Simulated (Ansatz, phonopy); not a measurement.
# How MgS (Niningerite, Fm-3m) expands on warming, part 2 of 2

How much does MgS (Niningerite) expand with temperature?

Measurements to reproduce:
- heat capacity C_P per formula unit 45.6 J/mol/K near room temperature (given in “High-Throughput Prediction of Finite-Temperature Properties using the Quasi-Harmonic Approximation”, 2016, arXiv:1603.06924)

Ansatz 0.2.0; DFT PBEsol, scalar-relativistic, plane waves, PAW.

So far, isothermal bulk modulus at 298 K (GPa): step 5 (phonons on strained cells, cutoff 487.2 eV, k-mesh 8×8×8) 72.0.

## (7) The quasi-harmonic study, k-mesh 4×4×4, q-mesh 4×4×4

Thermal expansion follows from how the free energy of the vibrations (and of the electrons in a metal) changes with strain, so the program makes strained cells, their phonons and a fit in one run.

This step: DFT PBEsol, scalar-relativistic, plane waves, PAW (Ansatz 0.2.0).

File input.yaml:

```yaml
crystal:
  lattice:
    - [0.0, 2.5909905693, 2.5909905693]
    - [2.5909905693, 0.0, 2.5909905693]
    - [2.5909905693, 2.5909905693, 0.0]
  atoms:
    - { symbol: Mg, position: [0.0, 0.0, 0.0] }
    - { symbol: S, position: [0.5, 0.5, 0.5] }
kpoints:
  mp_grid: { grid: [4, 4, 4] }
hamiltonian:
  xc: pbesol
scf:
  occupations: { method: fixed }
output:
  eigenvalues: true
phonons:
  method: dfpt
  qmesh: [4, 4, 4]
  temperatures: { t_max: 800.0, t_step: 50 }
  thermal_expansion: {}
```

Launch:

```sh
$ ansatz run input.yaml --threads 4 --pin off --max-ram 16384MiB --backend cpu --events-out ev --progress --plain --runs-dir out
```

The job ended after 72 s (4 threads of Arm Neoverse V2, shared host; peak memory 0.5 GiB; 4.2 min of CPU time).

A gap read on the k-mesh alone can miss the band edges.

This step gave:

* pressure: 0.4124 GPa
* gap on the k-mesh: 2.700 eV
* volume expansion coefficient at 298 K: 52.20 1e-6/K
* C_P at 298 K: 23.34 J/mol-atom/K
* entropy at 298 K: 26.59 J/mol-atom/K
* isothermal bulk modulus at 298 K: 71.13 GPa
* Grüneisen parameter at 298 K: 1.752
* volume at 298 K: 17.80 Å³/atom
* principal linear expansion coefficients at 298 K: 17.4, 17.4, 17.4 1e-6/K

Strained cells of the study; zero-point energy where phonons were solved; the pressures are stresses at a fixed cutoff and can carry an offset from the finite basis. Expansion cells, by row:

| cell | \|a\| (Å) | \|b\| (Å) | \|c\| (Å) | V (Å³/atom) | E - E_lowest (meV/atom) | pressure, compression positive (GPa) | gap (eV) | zero-point energy (meV/atom) |
| --- | --- | --- | --- | --- | --- | --- | --- | --- |
| 1 | 3.664 | 3.664 | 3.664 | 17.39 | 0.12 | 0.406 | 2.7 | - |
| 2 | 3.694 | 3.694 | 3.694 | 17.81 | 1.464 | -1.406 | 2.652 | - |
| 3 | 3.635 | 3.635 | 3.635 | 16.98 | 3.686 | 2.402 | 2.746 | - |
| 4 | 3.671 | 3.671 | 3.671 | 17.49 | 0 | -0.019 | 2.689 | 40.91 |
| 5 | 3.689 | 3.689 | 3.689 | 17.75 | 0.965 | -1.149 | 2.659 | 39.84 |
| 6 | 3.709 | 3.709 | 3.709 | 18.04 | 4.04 | -2.283 | 2.627 | 38.69 |
| 7 | 3.728 | 3.728 | 3.728 | 18.32 | 8.96 | -3.31 | 2.596 | 37.59 |
| 8 | 3.747 | 3.747 | 3.747 | 18.61 | 15.73 | -4.269 | 2.564 | 36.48 |
| 9 | 3.634 | 3.634 | 3.634 | 16.97 | 3.844 | 2.457 | 2.748 | - |
| 10 | 3.653 | 3.653 | 3.653 | 17.23 | 0.94 | 1.181 | 2.719 | - |
| 11 | 3.777 | 3.777 | 3.777 | 19.06 | 29.66 | -5.628 | 2.515 | - |

Quasi-harmonic; a, b, c are the run's own cell vectors. Expansion, by row:

| T (K) | a (Å) | b (Å) | c (Å) | alpha (deg) | beta (deg) | gamma (deg) | cell volume (Å³/cell) | alpha_a (1e-6/K) | alpha_b (1e-6/K) | alpha_c (1e-6/K) | alpha_V (1e-6/K) | C_P (J/mol-atom/K) | C_V (J/mol-atom/K) | S (J/mol-atom/K) | B_T (GPa) | B_S (GPa) | Grueneisen | extrapolation | fit error (1e-6/K) |
| --- | --- | --- | --- | --- | --- | --- | --- | --- | --- | --- | --- | --- | --- | --- | --- | --- | --- | --- | --- |
| 0 | 3.681 | 3.681 | 3.681 | 60 | 60 | 60 | 35.27 | 0 | 0 | 0 | 0 | 0 | 0 | 0 | 75.96 | 75.96 | - | 0 | 0 |
| 50 | 3.681 | 3.681 | 3.681 | 60 | 60 | 60 | 35.27 | 1.85 | 1.85 | 1.85 | 5.54 | 3.25 | 3.249 | 1.002 | 75.9 | 75.93 | 1.375 | 0 | 0 |
| 100 | 3.682 | 3.682 | 3.682 | 60 | 60 | 60 | 35.3 | 8.29 | 8.29 | 8.29 | 24.86 | 12.22 | 12.17 | 6.104 | 75.34 | 75.65 | 1.636 | 0 | 0.01 |
| 150 | 3.684 | 3.684 | 3.684 | 60 | 60 | 60 | 35.35 | 12.54 | 12.54 | 12.54 | 37.61 | 17.73 | 17.56 | 12.22 | 74.42 | 75.14 | 1.697 | 0 | 0.02 |
| 200 | 3.687 | 3.687 | 3.687 | 60 | 60 | 60 | 35.43 | 14.91 | 14.91 | 14.91 | 44.74 | 20.65 | 20.33 | 17.76 | 73.37 | 74.5 | 1.722 | 0 | 0.04 |
| 250 | 3.689 | 3.689 | 3.689 | 60 | 60 | 60 | 35.51 | 16.39 | 16.39 | 16.39 | 49.17 | 22.32 | 21.85 | 22.56 | 72.25 | 73.8 | 1.739 | 0 | 0.04 |
| 298.1 | 3.692 | 3.692 | 3.692 | 60 | 60 | 60 | 35.6 | 17.4 | 17.4 | 17.4 | 52.2 | 23.34 | 22.72 | 26.59 | 71.13 | 73.07 | 1.752 | 0 | 0.05 |
| 300 | 3.693 | 3.693 | 3.693 | 60 | 60 | 60 | 35.6 | 17.43 | 17.43 | 17.43 | 52.3 | 23.37 | 22.75 | 26.73 | 71.09 | 73.04 | 1.752 | 0 | 0.05 |
| 350 | 3.696 | 3.696 | 3.696 | 60 | 60 | 60 | 35.7 | 18.26 | 18.26 | 18.26 | 54.79 | 24.1 | 23.31 | 30.39 | 69.89 | 72.25 | 1.766 | 0 | 0.04 |
| 400 | 3.699 | 3.699 | 3.699 | 60 | 60 | 60 | 35.8 | 18.98 | 18.98 | 18.98 | 56.95 | 24.65 | 23.69 | 33.65 | 68.64 | 71.43 | 1.779 | 0 | 0.04 |
| 450 | 3.703 | 3.703 | 3.703 | 60 | 60 | 60 | 35.9 | 19.65 | 19.65 | 19.65 | 58.96 | 25.09 | 23.96 | 36.58 | 67.36 | 70.57 | 1.792 | 0 | 0.02 |
| 500 | 3.707 | 3.707 | 3.707 | 60 | 60 | 60 | 36.01 | 20.3 | 20.3 | 20.3 | 60.9 | 25.48 | 24.15 | 39.24 | 66.05 | 69.68 | 1.806 | 0 | 0.06 |
| 550 | 3.71 | 3.71 | 3.71 | 60 | 60 | 60 | 36.12 | 20.95 | 20.95 | 20.95 | 62.86 | 25.82 | 24.29 | 41.69 | 64.69 | 68.76 | 1.821 | 0 | 0.1 |
| 600 | 3.714 | 3.714 | 3.714 | 60 | 60 | 60 | 36.24 | 21.63 | 21.63 | 21.63 | 64.88 | 26.14 | 24.4 | 43.95 | 63.29 | 67.81 | 1.836 | 0 | 0.16 |
| 650 | 3.718 | 3.718 | 3.718 | 60 | 60 | 60 | 36.36 | 22.33 | 22.33 | 22.33 | 66.99 | 26.46 | 24.48 | 46.05 | 61.85 | 66.84 | 1.853 | 0 | 0.2 |
| 700 | 3.723 | 3.723 | 3.723 | 60 | 60 | 60 | 36.48 | 23.08 | 23.08 | 23.08 | 69.23 | 26.77 | 24.55 | 48.02 | 60.36 | 65.83 | 1.87 | 0 | 0.21 |
| 750 | 3.727 | 3.727 | 3.727 | 60 | 60 | 60 | 36.61 | 23.88 | 23.88 | 23.88 | 71.63 | 27.1 | 24.61 | 49.88 | 58.83 | 64.79 | 1.888 | 0 | 0.15 |
| 800 | 3.732 | 3.732 | 3.732 | 60 | 60 | 60 | 36.74 | 24.74 | 24.74 | 24.74 | 74.23 | 27.44 | 24.65 | 51.64 | 57.24 | 63.73 | 1.907 | 0 | 0.09 |

The expansion coefficient by temperature; values in 1e-6/K:

| temperature (K) | volume | principal 1 |
| --- | --- | --- |
| 0 | 0 | 0 |
| 50 | 5.54 | 1.85 |
| 100 | 24.9 | 8.29 |
| 150 | 37.6 | 12.5 |
| 200 | 44.7 | 14.9 |
| 250 | 49.2 | 16.4 |
| 298 | 52.2 | 17.4 |
| 300 | 52.3 | 17.4 |
| 350 | 54.8 | 18.3 |
| 400 | 57.0 | 19.0 |
| 450 | 59.0 | 19.6 |
| 500 | 60.9 | 20.3 |
| 550 | 62.9 | 20.9 |
| 600 | 64.9 | 21.6 |
| 650 | 67.0 | 22.3 |
| 700 | 69.2 | 23.1 |
| 750 | 71.6 | 23.9 |
| 800 | 74.2 | 24.7 |

Changing the q-mesh (2×2×2 → 4×4×4) and the k-mesh (8×8×8 → 4×4×4) takes the volume expansion at 298 K from 48.8 to 52.2 × 10⁻⁶/K and B_T from 72.0 to 71.1 GPa.

## (8) Quasi-harmonic fit by phonopy

This step: DFT PBEsol, scalar-relativistic, plane waves, PAW (phonopy 4.10.0).

Numbers from this step:

```
volume expansion coefficient at 300 K : 52.22 1e-6/K
isothermal bulk modulus at 300 K      : 71.06 GPa
C_P at 300 K                          : 23.43 J/mol-atom/K
Grüneisen parameter at 300 K          : 1.749
```

Table of energy (each curve on its own zero) by volume; values in meV/atom:

| volume (Å³/atom) | static | F at 0 K | F at 300 K | F at 800 K |
| --- | --- | --- | --- | --- |
| 17.488 | 0 | 2.21 | 4.67 | 11.6 |
| 17.752 | 0.97 | 2.1 | 3.45 | 7.13 |
| 18.039 | 4.04 | 4.03 | 4.1 | 4.23 |
| 18.320 | 8.96 | 7.84 | 6.61 | 3.14 |
| 18.606 | 15.7 | 13.5 | 10.9 | 3.64 |

Phonopy-qha, vinet fit of F(V) at each temperature. Qha vinet, by row:

| T (K) | fitted volume (Å³/atom) | alpha_V (1e-6/K) | B_T (GPa) | C_P (J/mol-atom/K) | Grueneisen |
| --- | --- | --- | --- | --- | --- |
| 100 | 17.65 | 23.61 | 75.3 | 11.72 | 1.553 |
| 150 | 17.68 | 36.71 | 74.38 | 17.61 | 1.655 |
| 200 | 17.71 | 44.32 | 73.34 | 20.67 | 1.705 |
| 250 | 17.76 | 48.98 | 72.22 | 22.37 | 1.731 |
| 300 | 17.8 | 52.22 | 71.06 | 23.43 | 1.749 |
| 350 | 17.85 | 54.76 | 69.86 | 24.16 | 1.764 |
| 400 | 17.9 | 56.95 | 68.62 | 24.7 | 1.778 |
| 450 | 17.95 | 58.97 | 67.34 | 25.13 | 1.792 |
| 500 | 18 | 60.93 | 66.02 | 25.51 | 1.806 |
| 550 | 18.06 | 62.9 | 64.66 | 25.85 | 1.821 |
| 600 | 18.12 | 64.93 | 63.27 | 26.17 | 1.837 |
| 650 | 18.18 | 67.04 | 61.83 | 26.48 | 1.853 |
| 700 | 18.24 | 69.28 | 60.35 | 26.8 | 1.871 |
| 750 | 18.3 | 71.68 | 58.83 | 27.12 | 1.889 |

Table of volume expansion coefficient by temperature; values in 1e-6/K:

| temperature (K) | phonopy-qha, Vinet | Ansatz's own study |
| --- | --- | --- |
| 100 | 23.6 | 24.9 |
| 150 | 36.7 | 37.6 |
| 200 | 44.3 | 44.7 |
| 250 | 49.0 | 49.2 |
| 300 | 52.2 | 52.3 |
| 350 | 54.8 | 54.8 |
| 400 | 57.0 | 57.0 |
| 450 | 59.0 | 59.0 |
| 500 | 60.9 | 60.9 |
| 550 | 62.9 | 62.9 |
| 600 | 64.9 | 64.9 |
| 650 | 67.0 | 67.0 |
| 700 | 69.3 | 69.2 |
| 750 | 71.7 | 71.6 |

The fit gives a volume expansion of 52.2 × 10⁻⁶/K at 300 K, against 52.2 at 298 K from the study itself, whose static fit uses more cells.

## (9) A new level, relaxed again

The functional, the potentials or the cutoff change, so the crystal is relaxed again at the new setting.

This step: DFT PBEsol, scalar-relativistic, plane waves, PAW (Ansatz 0.2.0).

input.yaml, the sections that differ from step 7:

```yaml
kpoints:
  mp_grid: { grid: [8, 8, 8] }
output:
  forces: true
  stress: true
  eigenvalues: true
basis:
  ecutwfc: 320.0
relax:
  adjacent_minimum: "off"
  f_tol: 0.001
  max_steps: 60
  cell: { stress_tol: 0.01 }
# crystal, hamiltonian, scf: as in step 7
# phonons: removed
```

A lower cutoff is cheaper; the question is how far the property drifts.

It took 0.68 s on 4 threads; peak memory 0.27 GiB.

Little changed from the start: no atom moved by 0.005 Å and no cell edge by 0.1 %.

Numbers from this step:

```yaml
pressure: 0.005136 GPa
gap_on_the_k_mesh: 2.730 eV
volume_per_atom: 17.40 Å³
```

The residual pressure is 0.0051 GPa, small enough for phonons.

## (10) The quasi-harmonic study, cutoff 320 eV, q-mesh 4×4×4

input.yaml, the sections that differ from step 9:

```yaml
crystal:
  lattice:
    - [0.0, 2.5912538234, 2.5912538234]
    - [2.5912538234, 0.0, 2.5912538234]
    - [2.5912538234, 2.5912538234, 0.0]
  atoms:
    - { symbol: Mg, position: [0.0, 0.0, 0.0] }
    - { symbol: S, position: [0.5, 0.5, 0.5] }
output:
  eigenvalues: true
phonons:
  method: dfpt
  qmesh: [4, 4, 4]
  temperatures: { t_max: 800.0, t_step: 50 }
  thermal_expansion: {}
# kpoints, hamiltonian, scf, basis: as in step 9
# relax: removed
```

Run time: 2.7 min. Hardware: 4 threads; peak memory 0.67 GiB.

Changing the k-mesh (4×4×4 → 8×8×8) and the cutoff (487.2 → 320 eV) takes the volume expansion at 298 K from 52.2 to 50.2 × 10⁻⁶/K and B_T from 71.1 to 71.6 GPa.

## (11) Quasi-harmonic fit by phonopy

This step: DFT PBEsol, scalar-relativistic, plane waves, PAW (phonopy 4.10.0).

The fit gives a volume expansion of 48.8 × 10⁻⁶/K at 300 K, against 50.2 at 298 K from the study itself, whose static fit uses more cells.

## (12) The quasi-harmonic study, cutoff 487.2 eV, k-mesh 8×8×8

This step: DFT PBEsol, scalar-relativistic, plane waves, PAW (Ansatz 0.2.0).

input.yaml, the sections that differ from step 10:

```yaml
crystal:
  lattice:
    - [0.0, 2.5909905693, 2.5909905693]
    - [2.5909905693, 0.0, 2.5909905693]
    - [2.5909905693, 2.5909905693, 0.0]
  atoms:
    - { symbol: Mg, position: [0.0, 0.0, 0.0] }
    - { symbol: S, position: [0.5, 0.5, 0.5] }
phonons:
  method: fd
  qmesh: [4, 4, 4]
  temperatures: { t_max: 800.0, t_step: 50 }
  thermal_expansion: {}
# kpoints, hamiltonian, scf, output: as in step 10
# basis: removed
```

The job ended after 8.1 min (4 threads; peak memory 0.8 GiB; 32 min of CPU time).

Strained cells of the study; zero-point energy where phonons were solved; the pressures are stresses at a fixed cutoff and can carry an offset from the finite basis. Expansion cells, by row:

| cell | \|a\| (Å) | \|b\| (Å) | \|c\| (Å) | V (Å³/atom) | E - E_lowest (meV/atom) | pressure, compression positive (GPa) | gap (eV) | zero-point energy (meV/atom) |
| --- | --- | --- | --- | --- | --- | --- | --- | --- |
| 1 | 3.664 | 3.664 | 3.664 | 17.39 | 0 | -0.006 | 2.727 | - |
| 2 | 3.694 | 3.694 | 3.694 | 17.81 | 2.381 | -1.784 | 2.679 | - |
| 3 | 3.635 | 3.635 | 3.635 | 16.98 | 2.466 | 1.955 | 2.773 | - |
| 4 | 3.664 | 3.664 | 3.664 | 17.4 | 0 | -0.022 | 2.726 | 41.74 |
| 5 | 3.683 | 3.683 | 3.683 | 17.66 | 0.965 | -1.155 | 2.696 | 40.67 |
| 6 | 3.701 | 3.701 | 3.701 | 17.93 | 3.802 | -2.229 | 2.666 | 39.6 |
| 7 | 3.72 | 3.72 | 3.72 | 18.2 | 8.43 | -3.232 | 2.636 | 38.53 |
| 8 | 3.739 | 3.739 | 3.739 | 18.48 | 14.8 | -4.173 | 2.605 | 37.46 |
| 9 | 3.628 | 3.628 | 3.628 | 16.88 | 3.825 | 2.46 | 2.785 | - |
| 10 | 3.646 | 3.646 | 3.646 | 17.14 | 0.933 | 1.182 | 2.756 | - |
| 11 | 3.769 | 3.769 | 3.769 | 18.92 | 28.38 | -5.547 | 2.555 | - |

Changing the cutoff (320 → 487.2 eV) and the phonon method (dfpt → fd) takes the volume expansion at 298 K from 50.2 to 50.0 × 10⁻⁶/K and B_T from 71.6 to 71.8 GPa.

## (13) Comparing the runs

Times are for 4 threads of Arm Neoverse V2, shared host. Results by setting:

| no. | functional | cutoff (eV) | k-mesh | q-mesh | method | pressure (GPa) | volume expansion coefficient at 298 K (1e-6/K) | C_P at 298 K (J/mol-atom/K) | isothermal bulk modulus at 298 K (GPa) | time | memory (GiB) |
| --- | --- | --- | --- | --- | --- | --- | --- | --- | --- | --- | --- |
| 1 | pbesol | 487.2 | 8×8×8 | 2×2×2 | dfpt | 0 | 48.75 | 23.17 | 71.96 | 60 s | 0.55 |
| 2 | pbesol | 487.2 | 4×4×4 | 4×4×4 | dfpt | 0 | 52.20 | 23.34 | 71.13 | 72 s | 0.50 |
| 3 | pbesol | 320 | 8×8×8 | 4×4×4 | dfpt | 0 | 50.17 | 23.21 | 71.63 | 2.7 min | 0.67 |
| 4 | pbesol | 487.2 | 8×8×8 | 4×4×4 | fd | 0 | 49.98 | 23.20 | 71.81 | 8.1 min | 0.80 |

The runs together, line volume. The expansion coefficient, volume by temperature; values in 1e-6/K:

| temperature (K) | pbesol, 487.2, 8×8×8, 2×2×2, dfpt, 0 | pbesol, 487.2, 4×4×4, 4×4×4, dfpt, 0 | pbesol, 320, 8×8×8, 4×4×4, dfpt, 0 | pbesol, 487.2, 8×8×8, 4×4×4, fd, 0 |
| --- | --- | --- | --- | --- |
| 0 | 0 | 0 | 0 | 0 |
| 50 | 4.84 | 5.54 | 4.96 | 4.92 |
| 100 | 22.5 | 24.9 | 23.3 | 23.1 |
| 150 | 34.7 | 37.6 | 35.8 | 35.7 |
| 200 | 41.6 | 44.7 | 42.9 | 42.7 |
| 250 | 45.9 | 49.2 | 47.2 | 47.1 |
| 298 | 48.8 | 52.2 | 50.2 | 50.0 |
| 300 | 48.9 | 52.3 | 50.3 | 50.1 |
| 350 | 51.1 | 54.8 | 52.6 | 52.4 |
| 400 | 53.0 | 57.0 | 54.6 | 54.4 |
| 450 | 54.8 | 59.0 | 56.4 | 56.2 |
| 500 | 56.4 | 60.9 | 58.1 | 57.9 |
| 550 | 58.0 | 62.9 | 59.8 | 59.6 |
| 600 | 59.6 | 64.9 | 61.5 | 61.3 |
| 650 | 61.2 | 67.0 | 63.3 | 63.0 |
| 700 | 62.9 | 69.2 | 65.2 | 64.9 |
| 750 | 64.7 | 71.6 | 67.1 | 66.8 |
| 800 | 66.5 | 74.2 | 69.2 | 68.8 |

The runs together, line C_P. Table of heat capacity, C_P by temperature; values in J/mol-atom/K:

| temperature (K) | pbesol, 487.2, 8×8×8, 2×2×2, dfpt, 0 | pbesol, 487.2, 4×4×4, 4×4×4, dfpt, 0 | pbesol, 320, 8×8×8, 4×4×4, dfpt, 0 | pbesol, 487.2, 8×8×8, 4×4×4, fd, 0 |
| --- | --- | --- | --- | --- |
| 0 | 0 | 0 | 0 | 0 |
| 50 | 3.26 | 3.25 | 3.08 | 3.07 |
| 100 | 12.0 | 12.2 | 11.9 | 11.9 |
| 150 | 17.5 | 17.7 | 17.5 | 17.5 |
| 200 | 20.4 | 20.6 | 20.5 | 20.5 |
| 250 | 22.1 | 22.3 | 22.2 | 22.2 |
| 298 | 23.2 | 23.3 | 23.2 | 23.2 |
| 300 | 23.2 | 23.4 | 23.2 | 23.2 |
| 350 | 23.9 | 24.1 | 24.0 | 24.0 |
| 400 | 24.5 | 24.7 | 24.5 | 24.5 |
| 450 | 24.9 | 25.1 | 25.0 | 25.0 |
| 500 | 25.3 | 25.5 | 25.3 | 25.3 |
| 550 | 25.6 | 25.8 | 25.7 | 25.7 |
| 600 | 25.9 | 26.1 | 26.0 | 26.0 |
| 650 | 26.1 | 26.5 | 26.3 | 26.2 |
| 700 | 26.4 | 26.8 | 26.5 | 26.5 |
| 750 | 26.7 | 27.1 | 26.8 | 26.8 |
| 800 | 27.0 | 27.4 | 27.1 | 27.1 |

## (14) Free-energy fit

This step: DFT PBEsol, scalar-relativistic, plane waves, PAW (phonopy 4.10.0).

Energy (each curve on its own zero) against volume; values in meV/atom:

| volume (Å³/atom) | static | F at 0 K | F at 300 K | F at 800 K |
| --- | --- | --- | --- | --- |
| 17.398 | 0 | 2.14 | 4.41 | 10.8 |
| 17.660 | 0.96 | 2.04 | 3.24 | 6.59 |
| 17.928 | 3.8 | 3.8 | 3.86 | 3.98 |
| 18.200 | 8.43 | 7.36 | 6.23 | 3.01 |
| 18.476 | 14.8 | 12.7 | 10.3 | 3.57 |

The fit gives a volume expansion of 50.0 × 10⁻⁶/K at 300 K, against 50.0 at 298 K from the study itself, whose static fit uses more cells.

## (15) What came out

```json
{
  "settings of these figures": "PBEsol, 487.2 eV, k 8×8×8, q 4×4×4",
  "volume expansion coefficient at 298 K": "49.98 1e-6/K",
  "C_P at 298 K": "23.20 J/mol-atom/K",
  "entropy at 298 K": "26.08 J/mol-atom/K",
  "isothermal bulk modulus at 298 K": "71.81 GPa",
  "Grüneisen parameter at 298 K": "1.690",
  "volume at 298 K": "17.70 Å³/atom",
  "principal linear expansion coefficients at 298 K": "16.66, 16.66, 16.66 1e-6/K"
}
```

What this shows: Near room temperature MgS (Niningerite) expands by 50.0 × 10⁻⁶/K in volume by PBEsol, with C_P = 23.2 J/(mol K) per mole of atoms and B_T = 71.8 GPa. C_P at room temperature is 93 % of the classical 3R an atom; C_V is 91 %, and the rest is expansion work. A measured heat capacity per formula unit near room temperature is 45.6 J/mol/K (arXiv:1603.06924); the calculated 46.4 J/mol/K differs by +2 %. Changing the q-mesh, k-mesh, cutoff and phonon method moves the volume expansion at 298 K between 48.8 and 52.2 × 10⁻⁶/K, while the CPU time spans a factor of 8.9. The PAW files were made for PBE and are used here under another functional, for which the program regenerates the frozen cores.

[Logs are printed without paths, hosts, clocks, repeated set-up lines and the standing remarks that a program may print on its own settings, such as how far it seeks lower states.]

[Hosts, paths, dates, database ids (printed as entryN), source tags and the programs' standing remarks are cut or masked in the printed files.]

[A step with changed settings may run another functional than the one named; its input shows which.]
